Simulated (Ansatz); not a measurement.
# Fe wire along [110], 3 atoms a period: bands by functional and under strain, part 2 of 2

Aim: is the Fe wire along [110], 3 atoms a period a metal or a semiconductor?

Ansatz 0.2.0; DFT PBE, plane waves, PAW; relaxation of a wire's period (the session's first sound run).

So far. Step 6 (Another level of theory, level r2SCAN, cutoff 500 eV): Bands cross the Fermi level, as under PBE at the relaxed period, with an absolute moment of 10.46 μB a cell. Step 7 (Levels at the same atoms, level PBE, no spin, cutoff …): Bands cross the Fermi level, as under PBE at the relaxed period.

### Step 8. At a strained period, period over the relaxed period 1.03, k-mesh 1×1×24 (continued)

The steps of the relaxation:

```tsv
step	energy less that of the first step (eV)	largest force component (eV/Å)
1	0.0000	0.3023
2	-0.0057	0.1928
3	-0.0095	0.0089
4	-0.0095	0.0090
```

The run keeps the 2 symmetry operations that it works with, so distortions that break them were not tested.

The atoms that moved most (Å):

```tsv
atom	dx	dy	dz	length
Fe1	0.012	0.033	0.000	0.035
Fe2	-0.001	-0.019	0.000	0.019
Fe3	-0.011	-0.014	0.000	0.018
```

The relaxed structure:

```xyz
3
Lattice="8.2150 0.0000 0.0000 0.0000 8.8010 0.0000 0.0000 0.0000 2.5156" Properties=species:S:1:pos:R:3
Fe    3.4600    2.9843    0.0000
Fe    3.0179    5.0110    1.2578
Fe    5.1371    4.2058    1.2578
```

This step gave:

```
energy at zero smearing : -13435.8338 eV
total moment            : 9.323 μB
absolute moment         : 9.609 μB
```

The electronic bands at the labelled points (eV, zero at the Fermi level):

```tsv
point	up 27	up 28	up 29	up 30	down 18	down 19	down 20	down 21
Γ	-1.17	-1.05	-0.93	-0.89	-0.29	-0.07	0.21	0.27
halfway	-1.48	-1.12	0.37	0.47	-0.58	-0.53	-0.31	0.06
Z	-0.65	1.32	2.03	3.90	-0.69	0.40	0.42	0.78
```

Bands cross the Fermi level, as under PBE at the relaxed period, with an absolute moment of 9.61 μB a cell.

### Step 9. At a strained period, period over the relaxed period 1.1, k-mesh 1×1×23

The period is set to 1.1 times the relaxed one and the atoms relax within it: strain changes bond lengths and angles, which shifts the bands against each other. Against the first PBE run of this kind, the mesh along the wire has 23 points against 33.

The cell differs from the one that the last finished run ended in (c 2.516 → 2.687 Å).

input.yaml

```yaml
crystal:
  lattice:
    - [8.215, 0.0, 0.0]
    - [0.0, 8.801, 0.0]
    - [0.0, 0.0, 2.6865881823]
  atoms:
    - { symbol: Fe, position: [0.419659388, 0.33537599, 0.0], spin: 2.81 }
    - { symbol: Fe, position: [0.367508195, 0.571511073, 0.5], spin: 2.81 }
    - { symbol: Fe, position: [0.626709471, 0.479445419, 0.5], spin: 2.81 }
magnetization:
  spin_polarized: true
kpoints:
  mp_grid: { grid: [1, 1, 23] }
  band_path: { path: ["Γ", Z], npoints: 50 }
scf:
  occupations: { method: fermi_dirac, width: 0.05 }
hamiltonian:
  xc: pbe
relax:
  max_steps: 40
  f_tol: 0.02
output:
  stress: true
```

Command:

```bash
$ ansatz run input.yaml --threads 4 --pin off --max-ram 16384MiB --backend cpu --events-out ev --progress --plain --runs-dir out
```

The job ended after 34 s (4 threads of Arm Neoverse V1, shared host; peak memory 0.64 GiB).

Relaxation path:

```tsv
step	energy less that of the first step (eV)	largest force component (eV/Å)
1	0.0000	1.2982
2	-0.1248	0.7152
3	-0.1618	0.1915
4	-0.1640	0.0619
5	-0.1643	0.0151
```

Forces are held to the 2 operations that the run works with; a distortion that breaks them can't arise in this run.

The atoms that moved most (Å):

```tsv
atom	dx	dy	dz	length
Fe1	0.035	0.132	0.000	0.136
Fe3	-0.033	-0.083	0.000	0.089
Fe2	-0.003	-0.049	0.000	0.049
```

The relaxed structure:

```xyz
3
Lattice="8.2150 0.0000 0.0000 0.0000 8.8010 0.0000 0.0000 0.0000 2.6866" Properties=species:S:1:pos:R:3
Fe    3.4828    3.0835    0.0000
Fe    3.0164    4.9806    1.3433
Fe    5.1158    4.1371    1.3433
```

This step gave:

```yaml
energy_at_zero_smearing: -13435.7941 eV
total_moment: 9.541 μB
absolute_moment: 9.798 μB
```

Bands cross the Fermi level, as under PBE at the relaxed period, with an absolute moment of 9.80 μB a cell.

### Step 10. A repeat with changed settings

This step: DFT LDA, plane waves, PAW; bands of a perfect wire at the PBE geometry; changed: scf.occupations.method = "cold", scf.occupations.width = 0.001 (Ansatz 0.2.0).

The atoms of the band run (LDA) are kept and the input is varied, to see whether the result depends on it.

input.yaml

```yaml
crystal:
  lattice:
    - [8.215, 0.0, 0.0]
    - [0.0, 8.801, 0.0]
    - [0.0, 0.0, 2.442352893]
  atoms:
    - { symbol: Fe, position: [0.419659388, 0.33537599, 0.0], spin: 2.81 }
    - { symbol: Fe, position: [0.367508195, 0.571511073, 0.5], spin: 2.81 }
    - { symbol: Fe, position: [0.626709471, 0.479445419, 0.5], spin: 2.81 }
magnetization:
  spin_polarized: true
kpoints:
  mp_grid: { grid: [1, 1, 25] }
  band_path: { path: ["Γ", Z], npoints: 50 }
scf:
  occupations: { method: cold, width: 0.001 }
hamiltonian:
  xc: lda
```

Elapsed: 18 s, on 4 threads; peak memory 0.58 GiB.

Numbers from this step:

| Property | Result |
| --- | --- |
| total moment | 9.120 μB |
| absolute moment | 9.257 μB |

Site moment by atom:

```tsv
atom	site moment (μB)
Fe1	2.75
Fe2	2.74
Fe3	2.74
```

It took 18 s against 16 s for the run it varies.

The two runs compared:

```tsv
quantity	this run	the run it varies	difference
total moment (μB)	9.1200	9.0744	0.0456
absolute moment (μB)	9.2566	9.2167	0.0400
```

### Step 11. A repeat with changed settings: scf.n_extra_bands = 32

This step: DFT LDA, plane waves, PAW; bands of a perfect wire at the PBE geometry; changed: scf.n_extra_bands = 32 (Ansatz 0.2.0).

input.yaml, as its differences from that of step 10:

```diff
@@ -15,3 +15,4 @@
 scf:
-  occupations: { method: cold, width: 0.001 }
+  occupations: { method: fermi_dirac, width: 0.05 }
+  n_extra_bands: 32
 hamiltonian:
```

Run time: 30 s. Hardware: 4 threads; peak memory 0.77 GiB.

Numbers from this step:

```yaml
energy_at_zero_smearing: -13252.7609 eV
total_moment: 9.074 μB
absolute_moment: 9.217 μB
```

It took 30 s against 16 s for the run it varies.

The total moment and absolute moment stay within 0.2 % plus 0.001 of the run it varies.

### Step 12. Summary of results

```
cell length, PBE           : 2.442 Å
conductance, PBE           : 3.97 G₀
absolute moment, PBE       : 9.52 μB
absolute moment, LDA       : 9.22 μB
absolute moment, PBEsol    : 9.55 μB
absolute moment, r2SCAN    : 10.5 μB
gap, period scaled by 1.03 : none
gap, period scaled by 1.1  : none
```

**Reading.** Under PBE the cell's length is 2.44 Å, the absolute moment is 9.52 μB a cell, and it is a metal with 3 spin-up and 5 spin-down channels next to the Fermi level, 3.97 G₀ at 300 K. A perfect wire passes every open channel, so the conductance counts half a G₀ for each forward-moving state at the Fermi level, spin by spin; the value here is no such multiple, since a band edge lies within the thermal window. Transport is coherent and elastic here: the atoms are frozen, so scattering by vibrations plays no part. In the perfect wire the moments were started parallel, and no opposed start was run. No search over magnetic orders was made; another may lie lower.

[Logs are printed without paths, hosts, clocks, repeated set-up lines and the standing remarks that a program may print on its own settings, such as how far it seeks lower states.]

[Hosts, paths, dates, database ids (printed as entryN), source tags and the programs' standing remarks are cut or masked in the printed files.]
